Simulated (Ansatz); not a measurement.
## CdInI3 (model cell, started as cubic perovskite with Cd in the octahedra): a soft mode frozen in

Wanted: the energy along a soft mode of CdInI3 (model cell, started as cubic perovskite with Cd in the octahedra) and the structure at the end.

Program: Ansatz 0.2.0. Level of theory: DFT PBEsol, scalar-relativistic, plane waves, PAW; PAW set soft_1. Results are calculated unless marked as measured.

The structure was built from a prototype and need not be the compound's stable phase.

### Step 1. The starting structure

It takes space group Pm-3m (No. 221, cubic). Conventional cell: a = 5.778 Å, b = 5.778 Å, c = 5.778 Å, α = 90.00°, β = 90.00°, γ = 90.00°. Nearest to In lie 12 I at 4.09 Å. Nearest to Cd lie 6 I at 2.89 Å. Nearest to I lie 2 Cd at 2.89 Å. Farther neighbours and most contacts between anions are not listed.

### Step 2. Response at finite wavevector

The cell comes from relaxations at this level that are not shown. Stability and thermal properties need the whole zone. Linear response on a 2×2×2 q mesh gives force constants as far as a supercell of that size would.

File input.yaml:

```yaml
crystal:
  lattice:
    - [5.777575321, 0.0, 0.0]
    - [0.0, 5.777575321, 0.0]
    - [0.0, 0.0, 5.777575321]
  atoms:
    - { symbol: In, position: [0.0, 0.0, 0.0] }
    - { symbol: Cd, position: [0.5, 0.5, 0.5] }
    - { symbol: I, position: [0.5, 0.5, 0.0] }
    - { symbol: I, position: [0.5, 0.0, 0.5] }
    - { symbol: I, position: [0.0, 0.5, 0.5] }
kpoints:
  mp_grid: { grid: [6, 6, 6] }
hamiltonian:
  xc: pbesol
  pseudopotentials: { kind: paw, azcp: { folder: soft_1 }, xc_functional: pbe }
scf:
  occupations: { method: methfessel_paxton, width: 0.2 }
output:
  eigenvalues: true
phonons:
  method: dfpt
  qmesh: [2, 2, 2]
  temperatures: { t_max: 1000, t_step: 50 }
  qpath:
    path:
      - [[0.0, 0.0, 0.0], [0.0, 0.5, 0.0], [0.5, 0.5, 0.0], [0.0, 0.0, 0.0], [0.5, 0.5, 0.5], [0.0, 0.5, 0.0]]
      - [[0.5, 0.5, 0.5], [0.5, 0.5, 0.0]]
    npoints: 10
```

Run with:

```sh
> ansatz run input.yaml --threads 4 --pin off --max-ram 16384MiB --backend cpu --events-out ev --progress --plain --runs-dir out
```

Numbers of over 12 decimals in the logs are rounded to 6 here.

What it wrote:

```text
Engine: ansatz 0.2.0, aarch64-unknown-linux-gnu
Pseudopotentials: kind: paw
Pseudopotential: In, paw, valence charge 13, recommended cutoff 420 eV (normal), soft_1/In.paw.azcp
Pseudopotential: Cd, paw, valence charge 20, recommended cutoff 420 eV (normal), soft_1/Cd.paw.azcp
Pseudopotential: I, paw, valence charge 17, recommended cutoff 420 eV (normal), soft_1/I.paw.azcp
Functional definition: PBEsol
  exchange = pbesol_x
  correlation = pbesol_c
Crystal: 5 atoms, lattice volume = 192.858 Å³
Basis set: ecut = 420 eV, 3791 PW (Γ), exchange–correlation on 80×80×80 points (8 copies of the dense FFT grid, shifted against one another)
Bands: 51, of which v1, the nominal top of the filled ones, is band 42 counted from 1 (41 counted from 0)
Symmetry: 48 space group operations
k-points: 20 of 216
Non-local potential: In, projectors of the file, l = 0: 2, l = 1: 2, l = 2: 2, l = 3: 1
Non-local potential: Cd, projectors of the file, l = 0: 3, l = 1: 2, l = 2: 2, l = 3: 1
Non-local potential: I, projectors of the file, l = 0: 2, l = 1: 2, l = 2: 2, l = 3: 1
PAW form: soft (Blöchl's): semilocal exchange-correlation on the pseudo side does not see the compensation charge
PAW frozen core: In, regenerated for the run's functional, and the local potential with it (the file was generated under x = pbe(κ = 0.804, μ = 0.219515), c = pbe(β = 0.066725))
PAW frozen core: Cd, regenerated for the run's functional, and the local potential with it (the file was generated under x = pbe(κ = 0.804, μ = 0.219515), c = pbe(β = 0.066725))
PAW frozen core: I, regenerated for the run's functional, and the local potential with it (the file was generated under x = pbe(κ = 0.804, μ = 0.219515), c = pbe(β = 0.066725))
PAW one-centre angular grid: In, 590 points (default); XC on 64 Gauss nodes
PAW one-centre angular grid: Cd, 590 points (default); XC on 64 Gauss nodes
PAW one-centre angular grid: I, 590 points (default); XC on 64 Gauss nodes
Initial density: superposition of atomic densities (chi_scale 0.1, normalization cell, long waves kept (reshape's long-wave potential 0.00 eV rms))
Initial wavefunctions: pseudopotential atomic-orbital guess
Functional: x = pbesol(κ = 0.804, μ = 0.123457), c = pbesol(β = 0.046)
SCF iter   1: F=—  HF=-36010.487465 eV  |F-HF|=—  |Δ(HF+E_count)|=         —  Δρ=4.48e-2  dr2=5.39e0  ethr=3.10e-3  ⟨swp⟩=9.7  Hψ=4465  notcnv=0
preconditioner: auto → Kerker (q_TF=auto, 2.375 Å⁻¹)  [metal: Δε(μ)=0.130 eV  Ē_g=12.925 eV  σ=0.200 eV  W_gap=0.45  n_scr=32 (ndim 8)  ℏωp=18.1 eV  f_vac=0.057  D(μ)=0.91/eV (n_scr^D=0)]
SCF iter   2: F=—  HF=-36008.804647 eV  |F-HF|=—  |Δ(HF+E_count)|=    1.68e0  S|Δr|=    0.00e0  Δρ=1.65e-2  dr2=1.01e0  ethr=3.10e-3  ⟨swp⟩=3.0  Hψ=2363  notcnv=0  defer=77
preconditioner: auto → Resta (q_TF=auto, 2.375 Å⁻¹)  ε∞=3.1  [insulator: Δε(μ)=0.191 eV  Ē_g=12.471 eV  σ=0.200 eV  W_gap=0.65  n_scr=32 (ndim 8)  ℏωp=18.1 eV  f_vac=0.051  D(μ)=0.49/eV (n_scr^D=0)  ε∞_Penn≈3.1]
SCF iter   3: F=—  HF=-36008.474829 eV  |F-HF|=—  |Δ(HF+E_count)|=   3.30e-1  S|Δr|=    0.00e0  Δρ=3.67e-3  dr2=3.51e-2  ethr=1.20e-3  ⟨swp⟩=2.9  Hψ=1452  notcnv=0  defer=77
SCF iter   4: F=—  HF=-36008.479362 eV  |F-HF|=—  |Δ(HF+E_count)|=   4.53e-3  S|Δr|=    0.00e0  Δρ=1.18e-3  dr2=2.76e-3  ethr=4.18e-5  ⟨swp⟩=2.0  Hψ=1991  notcnv=0  defer=77
SCF iter   5: F=—  HF=-36008.480145 eV  |F-HF|=—  |Δ(HF+E_count)|=   7.83e-4  S|Δr|=    0.00e0  Δρ=4.00e-4  dr2=4.08e-4  ethr=3.29e-6  ⟨swp⟩=2.0  Hψ=1751  notcnv=0  defer=77
SCF iter   6: F=—  HF=-36008.480043 eV  |F-HF|=—  |Δ(HF+E_count)|=   1.02e-4  S|Δr|=    0.00e0  Δρ=8.79e-5  dr2=2.08e-5  ethr=4.86e-7  ⟨swp⟩=2.0  Hψ=1701  notcnv=0  defer=77
SCF iter   7: F=—  HF=-36008.480071 eV  |F-HF|=—  |Δ(HF+E_count)|=   2.84e-5  S|Δr|=    0.00e0  Δρ=2.14e-5  dr2=8.78e-7  ethr=2.47e-8  ⟨swp⟩=2.0  Hψ=1401  notcnv=0  defer=77
SCF iter   8: F=—  HF=-36008.480079 eV  |F-HF|=—  |Δ(HF+E_count)|=   7.54e-6  S|Δr|=    0.00e0  Δρ=6.65e-6  dr2=9.94e-8  ethr=1.05e-9  ⟨swp⟩=2.0  Hψ=1707  notcnv=0  defer=77
SCF iter   9: F=—  HF=-36008.480079 eV  |F-HF|=—  |Δ(HF+E_count)|=   1.05e-7  S|Δr|=    0.00e0  Δρ=2.67e-6  dr2=1.71e-8  ethr=1.18e-10  ⟨swp⟩=2.0  Hψ=1401  notcnv=0  defer=77
SCF iter  10: F=—  HF=-36008.480079 eV  |F-HF|=—  |Δ(HF+E_count)|=   1.41e-8  S|Δr|=    0.00e0  Δρ=5.28e-7  dr2=8.53e-10  ethr=2.03e-11  ⟨swp⟩=2.0  Hψ=1683  notcnv=0  defer=77
[...]
SCF 1 converged in 12 iterations: F = -36008.480079 eV  dr2 = 2.19e-12
  greatest PAW one-centre occupation: 1.000 electrons in one spin orbital (limit 2), on the Cd atom at site 1 (counted from 0), in its partial waves of l = 0
Initial density: read from a saved state, or passed on in memory by an earlier SCF of this step, an earlier step, the calling program or the single point that the run made first
iter 1 solved again at ethr=9.24e-7 eV; its pass at ethr=3.10e-3 eV (dr2=7.76e-4 eV) is discarded
SCF iter   1: F=—  HF=-36008.480053 eV  |F-HF|=—  |Δ(HF+E_count)|=         —  Δρ=1.79e-6  dr2=4.13e-9  ethr=9.24e-7  ⟨swp⟩=3.1  Hψ=6905  notcnv=0
eigensolver tolerance schedule: the retry pair's looser diagonalisation over-reported the residual by 187995.92 of it (diagonalisation noise at an unbounded share of the residual, at the tolerance the schedule requests for it); recorded, not acted on — ethr = c·dr2/N_el stays at c = 1.0e-1
preconditioner: auto → Resta (q_TF=auto, 2.375 Å⁻¹)  ε∞=3.2  [insulator: Δε(μ)=0.689 eV  Ē_g=12.138 eV  σ=0.200 eV  W_gap=0.72  n_scr=32 (ndim 8)  ℏωp=18.1 eV  f_vac=0.064  D(μ)=0.73/eV (n_scr^D=0)  ε∞_Penn≈3.2]
SCF iter   2: F=—  HF=-36008.480079 eV  |F-HF|=—  |Δ(HF+E_count)|=   2.65e-5  S|Δr|=    0.00e0  Δρ=1.15e-6  dr2=2.07e-9  ethr=4.91e-12  ⟨swp⟩=4.6  Hψ=3124  notcnv=0
SCF iter   3: F=—  HF=-36008.480079 eV  |F-HF|=—  |Δ(HF+E_count)|=   1.52e-9  S|Δr|=    0.00e0  Δρ=6.89e-7  dr2=6.72e-10  ethr=2.47e-12  ⟨swp⟩=2.0  Hψ=1789  notcnv=0
SCF iter   4: F=—  HF=-36008.480079 eV  |F-HF|=—  |Δ(HF+E_count)|=  5.38e-10  S|Δr|=    0.00e0  Δρ=3.69e-7  dr2=1.75e-10  ethr=1.00e-12  ⟨swp⟩=2.0  Hψ=1703  notcnv=0
SCF iter   5: F=—  HF=-36008.480079 eV  |F-HF|=—  |Δ(HF+E_count)|=  5.82e-11  S|Δr|=    0.00e0  Δρ=2.81e-7  dr2=1.02e-10  ethr=1.00e-12  ⟨swp⟩=1.1  Hψ=1021  notcnv=0
SCF iter   6: F=—  HF=-36008.480079 eV  |F-HF|=—  |Δ(HF+E_count)|=  4.37e-11  S|Δr|=    0.00e0  Δρ=2.19e-7  dr2=6.17e-11  ethr=1.00e-12  ⟨swp⟩=1.1  Hψ=1023  notcnv=0
SCF iter   7: F=—  HF=-36008.480079 eV  |F-HF|=—  |Δ(HF+E_count)|=  2.91e-11  S|Δr|=    0.00e0  Δρ=1.25e-7  dr2=2.08e-11  ethr=1.00e-12  ⟨swp⟩=1.1  Hψ=1022  notcnv=0
SCF iter   8: F=—  HF=-36008.480079 eV  |F-HF|=—  |Δ(HF+E_count)|=    0.00e0  S|Δr|=    0.00e0  Δρ=1.25e-7  dr2=1.94e-11  ethr=1.00e-12  ⟨swp⟩=6.2  Hψ=2651  notcnv=0
SCF iter   9: F=-36008.480079 eV  HF=-36008.480079 eV  |F-HF|=0.00e0  |Δ(HF+E_count)|=  2.91e-11  S|Δr|=    0.00e0  Δρ=6.53e-8  dr2=5.53e-12  ethr=1.00e-12  ⟨swp⟩=1.8  Hψ=2523  notcnv=0
SCF 2 converged in 9 iterations: F = -36008.480079 eV  dr2 = 5.53e-12
phonons: the bands overlap, so this run is a metal and interpolates without the dipole-dipole term. If the crystal is really an insulator or semiconductor, its LO-TO splitting is missing
NSCF: frozen V_eff on 20 k-points
NSCF: frozen V_eff on 64 k-points
DFPT response loops at q = (0, 0, 0) (fractional): preconditioner auto → Kerker (q_TF=auto, 2.375 Å⁻¹) (partly filled bands, converged f_vac=0.064); β = 1.00, the filter's whole step (`scf.mixing.beta` (0.50) is not read by the response loops under this deck's `scf.mixing.preconditioner`; to damp them name `kerker` or `kerker_dos`, under which they read `scf.mixing.beta`, and type it under 1.00, their step now; both keys bind the ground state too); Broyden in place of MSR1
NSCF: frozen V_eff on 128 k-points
DFPT response loops at q = (0, 0, -0.5) (fractional): mixed as the last ones told, above
NSCF: frozen V_eff on 128 k-points
DFPT response loops at q = (0, -0.5, -0.5) (fractional): mixed as the last ones told, above
NSCF: frozen V_eff on 128 k-points
DFPT response loops at q = (-0.5, -0.5, -0.5) (fractional): mixed as the last ones told, above
SCF converged after 12 iterations
Stability not checked: this state was not tested for a lower state beside it, because cold or Methfessel-Paxton smearing, or corrected tetrahedra, fill the levels in a way that the test cannot read (fill_not_monotonic; see scf.lower_state_search)
Free energy (F): -36008.480079 eV
Harris-Foulkes:  -36008.480079 eV  (|F-HF|=7.28e-12)
Internal energy: -36008.492130 eV  (E = F + TS)
E sigma→0 (E₀):  -36008.483092 eV
Entropy (-TS):   0.012051 eV (2.410 meV/atom)
Fermi energy:    5.508385 eV
Step filling:    the computed levels leave a gap of 0.0000 eV = 0.0 smearing widths at the electron count; against every level under it full and every level over it empty, smearing changes F+E_penalty+E_count by +3.304 meV and its σ→0 estimate by +0.291 meV
--- Per-component energies (eV) ---
  E_band       = -1760.180990
  E_kinetic    = 1130.594182
  E_local      = -12716.899471  (includes V_loc(G=0)·N_el)
  E_nonlocal   = 805.397886
  E_hartree    = 5724.339030
  E_xc         = -618.589568
  E_vxc        = -617.094040  (∫ρ·V_xc dr)
  E_paw        = -22272.960916  (= ΣΔE_a)
  E_vpaw       = -1810.850568  (= ΣTr[D̂ρ^β])
  E_aug_tail   = -0.006949  (compensation charges beyond the density's cutoff)
  E_ewald      = -8062.180596
  E_core_change = 1.814272  (= ΣΔE_core)
  E_smearing   = 0.012051  (= −TS)
  E_closure    = -0.000000  (closes the sum)
  Σ components = -36008.480079   (vs F -36008.480079, Δ=0.00e0)
--- Band table (eV; the first three rows and the last of 20) ---
  k-point 0: bands = [... 38 lower, 4.5688, 4.7310, 4.7310, 4.7310, 5.2304, 9.4535, 9.4535, 9.4535, ... 5 higher]
  k-point 1: bands = [... 38 lower, 4.4919, 4.5052, 4.7050, 4.7050, 6.1415, 8.8748, 9.2496, 9.2496, ... 5 higher]
  k-point 2: bands = [... 38 lower, 4.3858, 4.4106, 4.7320, 4.7320, 7.4442, 8.1236, 8.9451, 8.9451, ... 5 higher]
  k-point 19: bands = [... 38 lower, 5.3892, 5.4530, 5.4530, 5.4530, 9.5479, 9.5479, 9.5479, 9.6474, ... 5 higher]
--- Phonons (Γ-DFPT): 4 representative perturbations + reference (Σ response iterations 12) ---
  ASR residual: 1.197e-4 → 0.000e0 eV/Å²; symmetrization residual: 5.461e-5 eV/Å²
  ASR residual per site (eV/Å²): 1.20e-4 5.57e-5 4.95e-5 4.95e-5 4.95e-5
  Γ frequencies (cm⁻¹): -51.03 -51.03 -51.03 -11.81 -11.81 -11.81 0.00 0.00 0.00 18.94 18.94 18.94 140.36 140.36 140.36
--- Phonons (arbitrary-q DFPT): 4 irreducible q on the 2×2×2 mesh ---
  q = [0.0000, 0.0000, 0.0000] (star 1, of the zone-centre solve; hermiticity 1.85e-5, symmetrization 1.90e-11): -51.03 -51.03 -51.03 -11.81 -11.81 -11.81 -0.00 0.00 0.00 18.94 18.94 18.94 140.36 140.36 140.36
  q = [0.0000, 0.0000, -0.5000] (star 3, 9 solved perturbations in 504 linear systems a pass and spin channel, the states on 64 of 216 k-point pairs; hermiticity 1.73e-5, symmetrization 3.18e-8): -44.60 -44.60 -15.86 -15.86 -15.48 -9.00 20.68 20.68 27.81 27.81 33.91 111.95 122.41 140.75 140.75
  q = [0.0000, -0.5000, -0.5000] (star 3, 9 solved perturbations in 504 linear systems a pass and spin channel, the states on 64 of 216 k-point pairs; hermiticity 8.61e-6, symmetrization 6.36e-8): -45.57 -45.57 -44.95 -36.04 12.16 12.16 31.84 31.84 36.33 48.21 69.91 114.05 114.05 137.39 141.19
  q = [-0.5000, -0.5000, -0.5000] (star 1, 4 solved perturbations in 184 linear systems a pass and spin channel, the states on 64 of 216 k-point pairs; hermiticity 1.40e-5, symmetrization 3.27e-7): -48.56 -48.56 -48.56 -44.27 -44.27 -44.27 46.63 46.63 46.63 68.60 68.60 117.43 117.43 117.43 148.06
  sum rule: each row above includes the acoustic sum rule's correction from the zone centre's row sums; it moved no ω² by more than (0.53 cm⁻¹)²
  mesh force constants: q→R imaginary residual 3.13e-18; ASR residual 1.197e-4 → 0.000e0 eV/Å²; symmetrization residual 9.770e-15 eV/Å²
  interpolated dispersion: 62 rows × 15 modes
  density of states and harmonic sums: on the 12×12×12 q-mesh, interpolated from the force constants of a 2×2×2 supercell (no non-analytic term)
  largest difference from the sums on the solved wave vectors: F 1.07e-1 eV, S 1.16e-4 and C_V 1.55e-5 eV/K
  zero-point energy: 0.043414 eV/cell   skipped modes (ω ≤ 0): 480, of them read as no rigid motion or as one in doubt: 477 (5.733e0 modes/cell left out, lowest -51.03 cm⁻¹)   left out of the sums: 3.82e-1 of the cell's modes: C_V's classical limit lies that fraction below 3 k_B per atom; for a crystal, a wire or a layer, F and S can be off by more, and a phonons.interpolated_qmesh denser along its periods is the remedy for the sampling
```

Run time: 7 min. Hardware: 4 threads of Arm Neoverse V1, shared host; peak memory 1.8 GiB.

Numbers from this step:

```yaml
volume_per_atom: 38.57 Å³
gap_on_the_k_mesh: 0 eV
sum_rule_residual_before_enforcement: 1.20e-4 eV/Å²
lowest_frequency_on_the_path: -51.03 cm⁻¹
point_group: m-3m
highest_frequency_on_the_path_or_at_a_solved_wavevector: 150.9 cm⁻¹
highest_optical_mode_at_the_zone_centre_no_lo_to_term: 140.4 cm⁻¹
lowest_optical_zone_centre_mode: -51.03 cm⁻¹
lowest_mode_on_the_q_mesh_acoustic_modes_at_gamma_apart: -51.03 cm⁻¹
```

Frequencies (cm⁻¹) solved at each irreducible wavevector; negative means imaginary. Frequencies by wavevector, by row:

```csv
q in reciprocal lattice units,star,mode 1,mode 2,mode 3,mode 4,mode 13,mode 14,mode 15
0 0 0,1,-51,-51,-51,-11.8,140.4,140.4,140.4
0 0 -0.5,3,-44.6,-44.6,-15.9,-15.9,122.4,140.8,140.8
0 -0.5 -0.5,3,-45.6,-45.6,-45,-36,114,137.4,141.2
-0.5 -0.5 -0.5,1,-48.6,-48.6,-48.6,-44.3,117.4,117.4,148.1
```

Interpolated from a 2×2×2 q mesh. Phonon branches along the path, in cm⁻¹:

```csv
point,branch 1,branch 2,branch 3,branch 4,branch 12,branch 13,branch 14,branch 15
Γ,-51,-51,-51,-12,19,140,140,140
halfway,-48,-48,-38,-12,71,137,140,140
X,-45,-45,-16,-16,112,122,141,141
halfway,-45,-41,-38,-36,110,113,141,142
M,-46,-46,-45,-36,114,114,137,141
halfway,-46,-45,-37,-30,78,127,141,144
Γ,-51,-51,-51,-12,19,140,140,140
halfway,-45,-45,-37,-33,83,127,127,150
R,-49,-49,-49,-44,117,117,117,148
halfway,-44,-44,-42,-38,106,114,127,150
X,-45,-45,-16,-16,112,122,141,141
jump to R,-49,-49,-49,-44,117,117,117,148
halfway,-47,-47,-45,-43,116,116,118,149
M,-46,-46,-45,-36,114,114,137,141
```

Symmetry leaves 4 wavevectors to solve. The lowest mode among them, the acoustic zeros apart, lies at Γ and is imaginary, 51.0i cm⁻¹, so the energy falls along it.

### Step 3. The mode frozen in, largest atomic shift 0 Å

The mode followed lies at Γ with frequency 51.0i cm⁻¹ and is 3-fold degenerate, the softest among the wavevectors solved. At small amplitude the distorted cell has space group no. 38 by a symmetry search on the positions. The undistorted cell that holds it gives the zero of energy on the same k mesh.

input.yaml, the sections that differ from step 2:

```yaml
output:
  forces: true
  stress: true
  eigenvalues: true
# crystal, kpoints, hamiltonian, scf: as in step 2
# phonons: removed
```

What it wrote:

```text
[...]
Crystal: 5 atoms, lattice volume = 192.858 Å³
Basis set: ecut = 420 eV, 3791 PW (Γ), exchange–correlation on 80×80×80 points (8 copies of the dense FFT grid, shifted against one another)
Bands: 51, of which v1, the nominal top of the filled ones, is band 42 counted from 1 (41 counted from 0)
Symmetry: 48 space group operations
[...]
k-points: 20 of 216
[...]
k-point 0: bands = [... 38 lower, 4.5688, 4.7310, 4.7310, 4.7310, 5.2304, 9.4535, 9.4535, 9.4535, ... 3 higher]
  k-point 1: bands = [... 38 lower, 4.4919, 4.5052, 4.7050, 4.7050, 6.1415, 8.8748, 9.2496, 9.2496, ... 3 higher]
  k-point 2: bands = [... 38 lower, 4.3858, 4.4106, 4.7320, 4.7320, 7.4441, 8.1236, 8.9451, 8.9451, ... 3 higher]
  k-point 19: bands = [... 38 lower, 5.3892, 5.4530, 5.4530, 5.4530, 9.5480, 9.5480, 9.5480, 9.6474, ... 3 higher]
[key lines of the parts left out:]
SCF converged after 9 iterations
Free energy (F): -36008.480079 eV
Fermi energy:    5.508375 eV
P = ⅓ Tr σ = 0.0002 GPa (0.002 kbar)
```

The job ended after 3.5 s (4 threads; peak memory 0.6 GiB; 13 s of CPU time).

This step gave:

* pressure: 1.77e-4 GPa
* energy from the undistorted cell: 0 meV/atom

The run ends at a pressure of 0.00 GPa.

### Step 4. The mode frozen in, largest atomic shift 0.6 Å

The atoms are moved along the unstable eigenvector, the largest shift by 0.6 Å, with the cell fixed.

input.yaml, the sections that differ from step 3:

```yaml
crystal:
  lattice:
    - [5.777575321, 0.0, 0.0]
    - [0.0, 5.777575321, 0.0]
    - [0.0, 0.0, 5.777575321]
  atoms:
    - { symbol: In, position: [0.0, -0.0734328927, -0.0734328927] }
    - { symbol: Cd, position: [0.5, 0.4945873866, 0.4945873866] }
    - { symbol: I, position: [0.5, 0.5327769857, 0.0056797006] }
    - { symbol: I, position: [0.5, 0.0056797006, 0.5327769857] }
    - { symbol: I, position: [0.0, 0.5327769857, 0.5327769857] }
# kpoints, hamiltonian, scf, output: as in step 3
```

What it wrote:

```text
[...]
Crystal: 5 atoms, lattice volume = 192.858 Å³
Basis set: ecut = 420 eV, 3791 PW (Γ), exchange–correlation on 80×80×80 points (8 copies of the dense FFT grid, shifted against one another)
Bands: 51, of which v1, the nominal top of the filled ones, is band 42 counted from 1 (41 counted from 0)
Symmetry: 4 space group operations
[...]
k-points: 52 of 216 (time reversal used)
[...]
k-point 0: bands = [... 38 lower, 4.4580, 4.6047, 4.7062, 4.7717, 5.2472, 8.8438, 9.4826, 9.5394, ... 5 higher]
  k-point 1: bands = [... 38 lower, 4.3463, 4.4314, 4.5769, 4.7812, 6.0931, 8.7030, 9.3945, 9.4323, ... 5 higher]
  k-point 2: bands = [... 38 lower, 4.2389, 4.3716, 4.5892, 4.7964, 7.3665, 8.3030, 9.2360, 9.3403, ... 5 higher]
  k-point 51: bands = [... 38 lower, 5.1720, 5.2390, 5.3160, 5.3758, 9.1456, 9.3998, 9.6734, 9.8350, ... 5 higher]
[key lines of the parts left out:]
SCF converged after 12 iterations
Free energy (F): -36008.655994 eV
Fermi energy:    5.358784 eV
P = ⅓ Tr σ = 0.5496 GPa (5.496 kbar)
```

The job ended after 17 s (4 threads; peak memory 0.7 GiB; 66 s of CPU time).

Numbers from this step:

| Property | Result |
| --- | --- |
| pressure | 0.5496 GPa |
| energy from the undistorted cell | -35.23 meV/atom |

The energy, extrapolated to zero smearing, is -35.23 meV/atom against the undistorted cell.

The run ends at a pressure of 0.55 GPa, with forces up to 0.12 eV/Å.

### Step 5. Energy along the mode, all amplitudes (two of the runs are shown above)

An imaginary frequency means negative curvature, so the energy should fall and then rise again as anharmonic terms take over.

This step gave:

| Property | Result |
| --- | --- |
| depth at the lowest point sampled | 35.23 meV/atom |
| largest atomic shift at that point | 0.6 Å |

Energy from the parent against largest atomic shift:

```csv
largest atomic shift (Å),energy from the parent (meV/atom)
0.000,0
0.040,-0.256
0.080,-1.02
0.140,-3.08
0.220,-7.37
0.320,-14.7
0.450,-25.6
0.600,-35.2
```

Displacement at unit largest shift by atom:

```csv
atom,x (Å),y (Å),z (Å),size
In1,0.000,-0.707,-0.707,1.000
Cd2,0.000,-0.052,-0.052,0.074
I3,0.000,0.316,0.055,0.321
I4,0.000,0.055,0.316,0.321
I5,0.000,0.316,0.316,0.447
```

The lowest of the steps tried is the last one, at 0.6 Å, 35.2 meV/atom below the parent; the bottom of the well need not coincide with a step.

(Continued in part 2 of 2.)

[Logs are printed without paths, hosts, clocks, repeated set-up lines and the standing remarks that a program may print on its own settings, such as how far it seeks lower states.]

[Hosts, paths, dates, database ids (printed as entryN), source tags and the programs' standing remarks are cut or masked in the printed files.]
